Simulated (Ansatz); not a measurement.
# G0W0 on several functionals: GaAs (F-43m)

How much of the starting functional survives in the G0W0 gap of GaAs (F-43m)?

Method: G0W0 on several functionals, plane waves, PAW, in Ansatz 0.2.0.

In doubt: masses and optical values from hybrid runs of this build are listed as unsure (step 4), which bears on the screening that GW takes from such a start.

**1. Starting point**

It takes space group F-43m (No. 216, cubic). Conventional cell: a = 5.654 Å, b = 5.654 Å, c = 5.654 Å, α = 90.00°, β = 90.00°, γ = 90.00°. Nearest to Ga lie 4 As at 2.45 Å. Nearest to As lie 4 Ga at 2.45 Å. Farther neighbours are not listed.

The cell and positions come from the Crystallography Open Database and are kept as given unless a step says otherwise. The default PAW set here is soft_2. Its files were made with PBE.

**2. G0W0 on LDA**

G0W0 replaces the xc potential by the self-energy, built once from these orbitals. Only a window of levels is corrected, while the sums run over the empty bands that the input names.

This step: G0W0 on LDA, plane waves, PAW.

The input, input.yaml:

```yaml
crystal:
  lattice:
    - [0.0, 2.82685, 2.82685]
    - [2.82685, 0.0, 2.82685]
    - [2.82685, 2.82685, 0.0]
  atoms:
    - { symbol: Ga, position: [0.0, 0.0, 0.0] }
    - { symbol: As, position: [0.25, 0.25, 0.25] }
kpoints:
  mp_grid: { grid: [6, 6, 6] }
hamiltonian:
  xc: lda
scf:
  occupations: { method: fixed }
gw:
  n_empty_bands: 134
  ecut_chi: 120
  qp_bands: [v2, c2]
  qp_kpoints: band_edges
  screening: { model: contour_deformation }
```

Run with:

```bash
$ ansatz run input.yaml --threads 2 --pin off --max-ram 92160MiB --backend cuda --events-out ev --progress --plain --runs-dir out --devices 1 --max-vram 13GiB  # rebuilt from the run's record
```

Numbers of over 12 decimals in the logs are rounded to 6 here.

Output:

```text
GPUs: using 1 of 1 available (devices: 1).
Engine: ansatz 0.2.0, x86_64-unknown-linux-gnu
Pseudopotentials: kind: paw
Pseudopotential: Ga, paw, valence charge 13, recommended cutoff 420 eV (normal), Ga.paw.azcp
Pseudopotential: As, paw, valence charge 15, recommended cutoff 420 eV (normal), As.paw.azcp
Functional definition: SPW92
  exchange = slater_x
  correlation = pw_c
device memory: the entry about to start is reckoned to put 0.5 GiB on a device that reports 41.0 GiB free (of which the cap on the GPU budget leaves the run 13.0 GiB)
GPU FFT provider: cuFFT
GPU libraries: cuBLAS 13.8.2, cuFFT 12.4.0, cuSOLVER 12.3.4
Crystal: 2 atoms, lattice volume = 45.179 Å³
Basis set: ecut = 420 eV, 893 PW (Γ)
Bands: 18, of which v1, the nominal top of the filled ones, is band 14 counted from 1 (13 counted from 0)
Symmetry: 24 space group operations
Space group: F-43m (ITA 216), of the structure as read, at distance tolerance 3.6e-5 Å
k-points: 16 of 216 (time reversal used)
Non-local potential: Ga, projectors of the file, l = 0: 2, l = 1: 2, l = 2: 3, l = 3: 1
Non-local potential: As, projectors of the file, l = 0: 2, l = 1: 2, l = 2: 3, l = 3: 1
PAW form: soft (Blöchl's): semilocal exchange-correlation on the pseudo side does not see the compensation charge
PAW frozen core: Ga, regenerated for the run's functional, and the local potential with it (the file was generated under x = pbe(κ = 0.804, μ = 0.219515), c = pbe(β = 0.066725))
PAW frozen core: As, regenerated for the run's functional, and the local potential with it (the file was generated under x = pbe(κ = 0.804, μ = 0.219515), c = pbe(β = 0.066725))
PAW one-centre angular grid: Ga, 590 points (default); XC on 64 Gauss nodes
PAW one-centre angular grid: As, 590 points (default); XC on 64 Gauss nodes
Initial density: superposition of atomic densities (neutral atoms: chi_scale 0, normalization atom), corrected by the library's trained network
Initial wavefunctions: pseudopotential atomic-orbital guess
GPU buffer pool allocated for 19683 grid points (all kernels)
GPU transforms: local potential and band sums: pruned to the plane-wave sphere, on 25×27×27
Functional: x = slater, c = lda
SCF iter   1: F=—  HF=-8481.265364 eV  |F-HF|=—  |Δ(HF+E_count)|=         —  Δρ=4.64e-3  dr2=6.00e-3  ethr=1.77e-3  ⟨swp⟩=4.6  Hψ=1234  notcnv=0  defer=20
preconditioner: auto → none  [insulator: Δε(μ)=0.256 eV  Ē_g=15.464 eV  n_scr=14 (ndim 8)  ℏωp=23.4 eV  f_vac=0.086  ε∞_Penn≈3.3]
SCF iter   2: F=—  HF=-8481.262725 eV  |F-HF|=—  |Δ(HF+E_count)|=   2.64e-3  Δρ=2.35e-3  dr2=9.42e-4  ethr=2.14e-5  ⟨swp⟩=2.8  Hψ=640  notcnv=0  defer=27
SCF iter   3: F=—  HF=-8481.262671 eV  |F-HF|=—  |Δ(HF+E_count)|=   5.42e-5  Δρ=6.36e-4  dr2=1.80e-4  ethr=3.36e-6  ⟨swp⟩=2.0  Hψ=469  notcnv=0  defer=27
SCF iter   4: F=—  HF=-8481.262589 eV  |F-HF|=—  |Δ(HF+E_count)|=   8.21e-5  Δρ=2.33e-4  dr2=1.07e-5  ethr=6.42e-7  ⟨swp⟩=2.0  Hψ=468  notcnv=0  defer=27
iter 5 did not close the SCF: its close was put off for the readings that it lacked (scf_convergence_deferred on its scf_iter line)
SCF iter   5: F=-8481.262588 eV  HF=-8481.262588 eV  |F-HF|=5.18e-9  |Δ(HF+E_count)|=   1.07e-6  Δρ=1.53e-5  dr2=9.90e-8  ethr=3.81e-8  ⟨swp⟩=2.0  Hψ=368  notcnv=0
SCF iter   6: F=-8481.262588 eV  HF=-8481.262588 eV  |F-HF|=4.07e-9  |Δ(HF+E_count)|=   1.43e-8  Δρ=3.62e-6  dr2=3.20e-9  ethr=3.53e-10  ⟨swp⟩=2.6  Hψ=1099  notcnv=0
SCF 1 converged in 6 iterations: F = -8481.262588 eV  dr2 = 3.20e-9
  greatest PAW one-centre occupation: 0.999 electrons in one spin orbital (limit 2), on the As atom at site 1 (counted from 0), in its partial waves of l = 2
device memory: the entry about to start is reckoned to put 0.6 GiB on a device that reports 41.0 GiB free (of which the cap on the GPU budget leaves the run 13.0 GiB)
NSCF: frozen V_eff on 16 k-points, pencils in batches of 32, up to order 72
the band table was solved once the SCF had ended and its energy, with any forces and stress, was formed, with the checks that follow a solve (1426 applications of the Hamiltonian). They found nothing against the state; the energy, forces and stress were not computed again (output.eigenvalues in the input reference)
device memory: the entry about to start is reckoned to put 1.7 GiB on a device that reports 41.0 GiB free (of which the cap on the GPU budget leaves the run 13.0 GiB)
NSCF: frozen V_eff on 16 k-points
G₀W₀ screening: q 1/16
[... further progress lines ...]
device memory: the entry about to start is reckoned to put 0.3 GiB on a device that reports 54.8 GiB free (of which the cap on the GPU budget leaves the run 13.0 GiB)
NSCF: frozen V_eff on 1 k-points
device memory: the entry about to start is reckoned to put 0.3 GiB on a device that reports 55.7 GiB free (of which the cap on the GPU budget leaves the run 13.0 GiB)
NSCF: frozen V_eff on 1 k-points
SCF converged after 6 iterations
Free energy (F): -8481.262588 eV
Harris-Foulkes:  -8481.262588 eV  (|F-HF|=4.07e-9)
Internal energy: -8481.262588 eV  (E = F + TS)
E sigma→0 (E₀):  -8481.262588 eV
Fermi energy:    7.879747 eV
--- Per-component energies (eV) ---
  E_band       = -323.588762
  E_kinetic    = 220.253116
  E_local      = -3927.329256  (includes V_loc(G=0)·N_el)
  E_nonlocal   = -238.470464
  E_hartree    = 1974.001641
  E_xc         = -147.864010
  E_vxc        = -138.327781  (∫ρ·V_xc dr)
  E_paw        = -3666.929392  (= ΣΔE_a)
  E_vpaw       = -187.717579  (= ΣTr[D̂ρ^β])
  E_aug_tail   = -0.000146  (compensation charges beyond the density's cutoff)
  E_ewald      = -2698.727786
  E_core_change = 3.803710  (= ΣΔE_core)
  E_smearing   = -0.000000  (= −TS)
  E_closure    = 0.000000  (closes the sum)
  Σ components = -8481.262588   (vs F -8481.262588, Δ=0.00e0)
--- Band table (eV; the first three rows and the last of 16) ---
  k-point 0: bands = [... 10 lower, -4.9044, 7.8797, 7.8797, 7.8797, 8.1596, 11.5588, 11.5588, 11.5588]
  k-point 1: bands = [... 10 lower, -4.5851, 5.0947, 7.4968, 7.4968, 9.3597, 12.1060, 12.1060, 12.4479]
  k-point 2: bands = [... 10 lower, -3.7605, 2.4399, 6.9495, 6.9495, 8.9393, 12.5264, 12.5264, 14.9653]
  k-point 15: bands = [... 10 lower, -2.3680, 1.1352, 4.5136, 4.6546, 11.0504, 11.2398, 14.8856, 15.1926]
--- G₀W₀: contour deformation, 8 samples at zero and on the imaginary axis and 2 off it, 216 q-points, 134 empty bands' worth ---
  eigenvalues of the whole cell's RPA ε∞ on this k-mesh (on a slab, of 1 + 4πα/V) = 229.6402, 229.6402, 229.6402; static W/v taken at q = 0 is 0.004355
  bands read: the sum over 148 bands ends inside a degenerate multiplet in 2 slots, whose members it reads at an even weight; the widest, k=0: bands 148 to 150 (counted from 1) at 1/3 each
  gw.qp_kpoints: band_edges: 8 of 16 stored k-points solved, in 1 pass; an edge of the gap read off the rows below is read off those points alone
    valence top: of the k-points left out ik 8 came nearest to being solved in a further pass, in band 14 (counted from 1, as in the quasiparticle table): it holds the edge there only if its correction is more favourable than any solved in that band by at least 0.529 eV; those differ by 0.095 eV
    conduction bottom: of the k-points left out ik 10 came nearest to being solved in a further pass, in band 15 (counted from 1, as in the quasiparticle table): it holds the edge there only if its correction is more favourable than any solved in that band by at least 0.981 eV; those differ by 0.479 eV
    ik  band        ε_KS         Σx   Σc(E_QP)       V_xc       Z   E_QP_lin       E_QP  E_QP is
     0    13      7.8797   -16.8536     0.9682   -15.6592  0.7470     7.6509     7.6535  root
     0    14      7.8797   -16.8536     0.9682   -15.6592  0.7470     7.6509     7.6535  root
     0    15      8.1596   -12.1405    -3.7798   -16.5527  0.7586     8.8310     8.7920  root
     0    16     11.5588    -7.8746    -4.4170   -12.5885  0.7425    11.8611    11.8557  root
     1    13      7.4968   -16.5119     1.0617   -15.2122  0.7448     7.2558     7.2588  root
     1    14      7.4968   -16.5119     1.0617   -15.2122  0.7448     7.2558     7.2588  root
     1    15      9.3597   -10.4962    -3.8601   -14.8175  0.7545     9.8359     9.8209  root
     1    16     12.1060    -8.0423    -4.5833   -12.9277  0.7360    12.4135    12.4080  root
     2    13      6.9495   -16.3088     1.2811   -14.7644  0.7403     6.6823     6.6863  root
     2    14      6.9495   -16.3088     1.2811   -14.7644  0.7403     6.6823     6.6863  root
     2    15      8.9393    -9.8293    -3.8370   -14.0978  0.7585     9.3832     9.3708  root
     2    16     12.5264    -7.6193    -4.7016   -12.5926  0.7319    12.8027    12.7982  root
     3    13      6.7344   -16.2711     1.3750   -14.6227  0.7386     6.4563     6.4609  root
     3    14      6.7344   -16.2711     1.3750   -14.6227  0.7386     6.4563     6.4609  root
     3    15      8.7206    -9.8855    -3.7775   -14.0850  0.7595     9.1543     9.1426  root
     3    16     12.4682    -7.3564    -4.6480   -12.2514  0.7342    12.7189    12.7153  root
     4    13      6.8612   -16.0377     1.2524   -14.5240  0.7397     6.5960     6.5999  root
     4    14      6.8612   -16.0377     1.2524   -14.5240  0.7397     6.5960     6.5999  root
     4    15     10.3022    -9.1019    -4.0869   -13.5350  0.7493    10.6559    10.6484  root
     4    16     10.8508    -9.5439    -4.1562   -14.0793  0.7483    11.2393    11.2300  root
     6    13      5.2096   -15.5677     1.7624   -13.5459  0.7195     4.9458     4.9502  root
     6    14      6.2342   -15.9743     1.5438   -14.1386  0.7332     5.9374     5.9425  root
     6    15     10.0881    -9.2511    -4.0341   -13.6333  0.7525    10.4437    10.4363  root
     6    16     12.2546    -7.6584    -4.6623   -12.6008  0.7344    12.5397    12.5347  root
     9    13      5.6454   -15.7412     1.7829   -13.6487  0.7248     5.3299     5.3359  root
     9    14      5.6454   -15.7412     1.7829   -13.6487  0.7248     5.3299     5.3359  root
     9    15      9.3438    -7.6276    -3.8043   -11.6451  0.7620     9.5593     9.5570  root
     9    16     10.4081    -7.7441    -4.1771   -12.1833  0.7537    10.6743    10.6702  root
    12    13      5.1928   -15.6595     1.9803   -13.3579  0.7177     4.8647     4.8715  root
    12    14      5.1928   -15.6595     1.9803   -13.3579  0.7177     4.8647     4.8715  root
    12    15      9.2219    -6.8914    -3.8157   -10.8602  0.7656     9.3761     9.3750  root
    12    16      9.4307    -8.1924    -3.8534   -12.2886  0.7593     9.6768     9.6736  root
```

The job ended after 12 s (1 × NVIDIA H100 80GB HBM3 (shared by 6 runs) with 2 threads of AMD EPYC 7R13 (Zen 3), shared host; peak memory 1.1 GiB).

Reading the cycles: dr2 is the Hartree energy of the density residual (eV), the measure of convergence; HF is the Harris–Foulkes estimate of the energy, which meets the free energy F at convergence.

This step gave:

```yaml
bands_summed: 148
rpa_eps_infinity_on_this_mesh_eigenvalues: 229.6, 229.6, 229.6
plane_waves_in_the_screening_matrix: 137
q_points_in_the_mesh: 216
g0w0_gap_on_the_mesh: 1.138 eV
k_of_the_valence_top: 0, 0, 0
k_of_the_conduction_bottom: 0, 0, 0
starting_gap_on_the_mesh: 0.2799 eV
z_at_the_valence_top: 0.7470
z_at_the_conduction_bottom: 0.7586
least_direct_g0w0_gap_on_the_computed_points: 1.138 eV
```

The gap on the mesh goes from 0.28 eV to 1.14 eV, a correction of +0.86 eV. Between the two edge states, bare exchange in place of the xc potential would open the gap by 5.61 eV, and correlation takes back 4.75 eV.

**3. G0W0 on PBE**

One-shot GW remembers its start. Another functional's orbitals and levels show by how much.

This step: G0W0 on PBE, plane waves, PAW.

Edit input.yaml of step 2 so:

```diff
@@ -11,3 +11,3 @@
 hamiltonian:
-  xc: lda
+  xc: pbe
 scf:
```

Output:

```text
GPUs: using 1 of 1 available (devices: 1).
[...]
GPU FFT provider: cuFFT
GPU libraries: cuBLAS 13.8.2, cuFFT 12.4.0, cuSOLVER 12.3.4
Crystal: 2 atoms, lattice volume = 45.179 Å³
Basis set: ecut = 420 eV, 893 PW (Γ)
Bands: 18, of which v1, the nominal top of the filled ones, is band 14 counted from 1 (13 counted from 0)
[... 1 set-up line as in the run before ...]
[...]
k-points: 16 of 216 (time reversal used)
[...]
GPU buffer pool allocated for 19683 grid points (all kernels)
[...]
SCF iter   1: F=—  HF=-8639.814969 eV  |F-HF|=—  |Δ(HF+E_count)|=         —  Δρ=1.49e-3  dr2=1.52e-3  ethr=1.77e-3  ⟨swp⟩=4.6  Hψ=1233  notcnv=0  defer=22
[...]
SCF iter   6: F=-8639.814013 eV  HF=-8639.814013 eV  |F-HF|=2.05e-8  |Δ(HF+E_count)|=   2.33e-7  Δρ=5.18e-6  dr2=9.78e-9  ethr=3.57e-10  ⟨swp⟩=5.1  Hψ=1142  notcnv=0
SCF 1 converged in 6 iterations: F = -8639.814013 eV  dr2 = 9.78e-9
[...]
NSCF: frozen V_eff on 16 k-points, pencils in batches of 32, up to order 72
[...]
NSCF: frozen V_eff on 16 k-points
G₀W₀ screening: q 1/16
[... further progress lines ...]
[...]
SCF converged after 6 iterations
Free energy (F): -8639.814013 eV
[...]
Internal energy: -8639.814013 eV  (E = F + TS)
E sigma→0 (E₀):  -8639.814013 eV
Fermi energy:    8.191395 eV
[...]
--- Band table (eV; the first three rows and the last of 16) ---
  k-point 0: bands = [... 10 lower, -4.5366, 8.1914, 8.1914, 8.1914, 8.7049, 11.9251, 11.9251, 11.9251]
  k-point 1: bands = [... 10 lower, -4.2160, 5.4802, 7.8111, 7.8111, 9.8235, 12.4720, 12.4720, 12.8747]
  k-point 2: bands = [... 10 lower, -3.3888, 2.8153, 7.2651, 7.2651, 9.4074, 12.8913, 12.8913, 15.4414]
  k-point 15: bands = [... 10 lower, -1.9910, 1.5116, 4.8489, 4.9922, 11.4682, 11.6457, 15.3069, 15.6075]
[...]
`?` marks the rows in doubt; gw_qp.tsv's column doubts and the gw_qp event give each row's grounds
[...]
0    13      8.1914   -16.8644     1.0863   -15.3202  0.7491     7.7137     7.7336  root
     0    14      8.1914   -16.8644     1.0863   -15.3202  0.7491     7.7137     7.7336  root
     0    15      8.7049   -11.9698    -3.7054   -15.9847  0.7607     9.0203     9.0144  root
     0    16     11.9251    -7.8308    -4.2949   -12.1844  0.7452    11.9840    11.9837  root
     1    13      7.8111   -16.5264     1.1814   -14.8750  0.7469     7.3184     7.3410  root
     1    14      7.8111   -16.5264     1.1814   -14.8750  0.7469     7.3184     7.3410  root
     1    15      9.8235   -10.3908    -3.7929   -14.3606  0.7566    10.0020    10.0004  root
     1    16     12.4720    -7.9922    -4.4577   -12.5182  0.7390    12.5405    12.5402  root
[...]
6    14      6.5528   -15.9867     1.6614   -13.7997  0.7355     6.0006     6.0272  root ?
[...]
12    13      5.5145   -15.6699     2.0960   -13.0179  0.7207     4.9302     4.9584  root
    12    14      5.5145   -15.6699     2.0960   -13.0179  0.7207     4.9302     4.9584  root
    12    15      9.6578    -6.8746    -3.7199   -10.4497  0.7674     9.5139     9.5130  root
    12    16      9.8514    -8.1811    -3.7554   -11.9064  0.7615     9.8214     9.8213  root
```

The job ended after 15 s (1 × NVIDIA H100 80GB HBM3 (shared by 6 runs) with 2 threads; peak memory 1.1 GiB).

Numbers from this step:

* bands summed: 148
* RPA ε∞ on this mesh (eigenvalues): 50.64, 50.64, 50.64
* plane waves in the screening matrix: 137
* q-points in the mesh: 216
* G0W0 gap on the mesh: 1.281 eV
* k of the valence top: 0, 0, 0
* k of the conduction bottom: 0, 0, 0
* starting gap on the mesh: 0.5135 eV
* Z at the valence top: 0.7491
* Z at the conduction bottom: 0.7607
* least direct G0W0 gap on the computed points: 1.281 eV

Against the run with 6×6×6 mesh, 134 empty bands, screening to 120 eV on LDA, the gap moves by +0.14 eV, while the start moved by +0.23 eV.

**4. G0W0 on HSE06**

This step: G0W0 on HSE06, plane waves, PAW.

Edit input.yaml of step 3 so:

```diff
@@ -11,3 +11,3 @@
 hamiltonian:
-  xc: pbe
+  xc: hse06
 scf:
```

Output:

```text
GPUs: using 1 of 1 available (devices: 1).
[...]
davidson cushion auto → on  (no smearing: the cushion is to keep the highest requested band from converging to the state above it; pin scf.eigensolver.cushion to override)
[...]
GPU FFT provider: cuFFT
GPU libraries: cuBLAS 13.8.2, cuFFT 12.4.0, cuSOLVER 12.3.4
Crystal: 2 atoms, lattice volume = 45.179 Å³
Basis set: ecut = 420 eV, 893 PW (Γ)
[...]
1    15     10.2363    -9.9493    -3.7697   -13.7582  0.7972    10.2756    10.2755  root
     1    16     12.8980    -7.7311    -4.2350   -11.8673  0.7813    12.7993    12.7991  root
[...]
12    13      4.8678   -15.6572     1.8580   -13.5991  0.7652     4.6668     4.6676  root
    12    14      4.8678   -15.6572     1.8580   -13.5991  0.7652     4.6668     4.6676  root
    12    15      9.8381    -6.5633    -3.6137   -10.0046  0.8069     9.6660     9.6656  root
    12    16     10.1015    -7.7857    -3.6463   -11.3382  0.8020    10.0079    10.0077  root
[key lines of the parts left out:]
Free energy (F): -8641.584826 eV
Fermi energy:    7.779809 eV
```

Elapsed: 42 s, on 1 × NVIDIA H100 80GB HBM3 (shared by 6 runs) with 2 threads; peak memory 1.4 GiB.

Numbers from this step:

```yaml
bands_summed: 148
rpa_eps_infinity_on_this_mesh_eigenvalues: 12.44, 12.44, 12.44
plane_waves_in_the_screening_matrix: 137
g0w0_gap_on_the_mesh: 1.771 eV
k_of_the_valence_top: 0, 0, 0
k_of_the_conduction_bottom: 0, 0, 0
starting_gap_on_the_mesh: 1.420 eV
least_direct_g0w0_gap_on_the_computed_points: 1.771 eV
```

Against the run with 6×6×6 mesh, 134 empty bands, screening to 120 eV on PBE, the gap moves by +0.49 eV, while the start moved by +0.91 eV.

**5. Side by side**

All on the 6×6×6 mesh with 134 empty bands and screening to 120 eV. Times are wall times on 1 × NVIDIA H100 80GB HBM3 (shared by 6 runs) with 2 threads of AMD EPYC 7R13 (Zen 3), shared host, good to a factor of about two.

```tsv
start	starting gap (eV)	shift (eV)	G0W0 gap (eV)	RPA ε∞ (harmonic mean)	Z (valence, conduction)	time
LDA	0.28	+0.86	1.14	229.64	0.75, 0.76	12 s
PBE	0.51	+0.77	1.28	50.64	0.75, 0.76	15 s
HSE06	1.42	+0.35	1.77	12.44	0.79, 0.80	42 s
```

The parts of the quasiparticle energy at the two band edges (eV; QP = start + Σx + Σc − Vxc):

```tsv
run	edge	start	Σx	Σc	Vxc	Z	QP
LDA	valence top	7.88	-16.85	0.97	-15.66	0.75	7.65
LDA	conduction bottom	8.16	-12.14	-3.78	-16.55	0.76	8.79
PBE	valence top	8.19	-16.86	1.09	-15.32	0.75	7.73
PBE	conduction bottom	8.70	-11.97	-3.71	-15.98	0.76	9.01
HSE06	valence top	7.78	-16.76	1.00	-15.53	0.79	7.55
HSE06	conduction bottom	9.20	-11.38	-3.71	-15.22	0.80	9.32
```

For a hybrid start, Vxc holds its share of exact exchange.

**6. Results**

| Item | Value |
| --- | --- |
| G0W0@LDA | 1.14 eV (start 0.28 eV) |
| G0W0@PBE | 1.28 eV (start 0.51 eV) |
| G0W0@HSE06 | 1.77 eV (start 1.42 eV) |
| known limits | not at the basis limit; mesh may overstate the screening; screening runs away on this mesh; no spin-orbit coupling; coarse k mesh |

What this shows: The starting gaps span 1.14 eV and the G0W0 gaps 0.63 eV. Between LDA and HSE06, 0.63 eV of the 1.14 eV survives, 55 %. The smallest correction, +0.35 eV, is on HSE06, the start nearest to reproducing itself. Bands and cutoff are finite, so the gap is not at the basis limit. The miss can reach some tenths of an eV and take either sign; the mesh is an error of its own. The 6×6×6 mesh is coarse for this cell (its supercell is 24 Å along the shortest edge). The RPA ε∞ on it, from the LDA start, is 229.64; such meshes misread the long-range screening, most where the gap is narrow. For the PBE start: The RPA ε∞ on this mesh reaches over 25; with a narrow direct gap a coarse mesh can overstate it, and the correction is then too small. For the LDA start: On this mesh the RPA ε∞ passes 90, more than nearly any semiconductor shows; a coarse mesh does this where one point with a narrow direct gap carries much weight. The screening is then too strong, and the G0W0 gap should not be taken as the material's. The many-body steps are scalar-relativistic: spin-orbit coupling is not in them.

[Paths, hosts, dates, memory and timing lines, banners, echoed tables and standing remarks are left out of the program output.]

[Logs are printed without paths, hosts, clocks, repeated set-up lines and the standing remarks that a program may print on its own settings, such as how far it seeks lower states.]

[Runs of the session that timed out or met a known fault of the program may be left out.]

[Cells called generated may have been cut or substituted from an entry of the Crystallography Open Database or the Materials Project.]

[Hosts, paths, dates, database ids (printed as entryN), source tags and the programs' standing remarks are cut or masked in the printed files.]
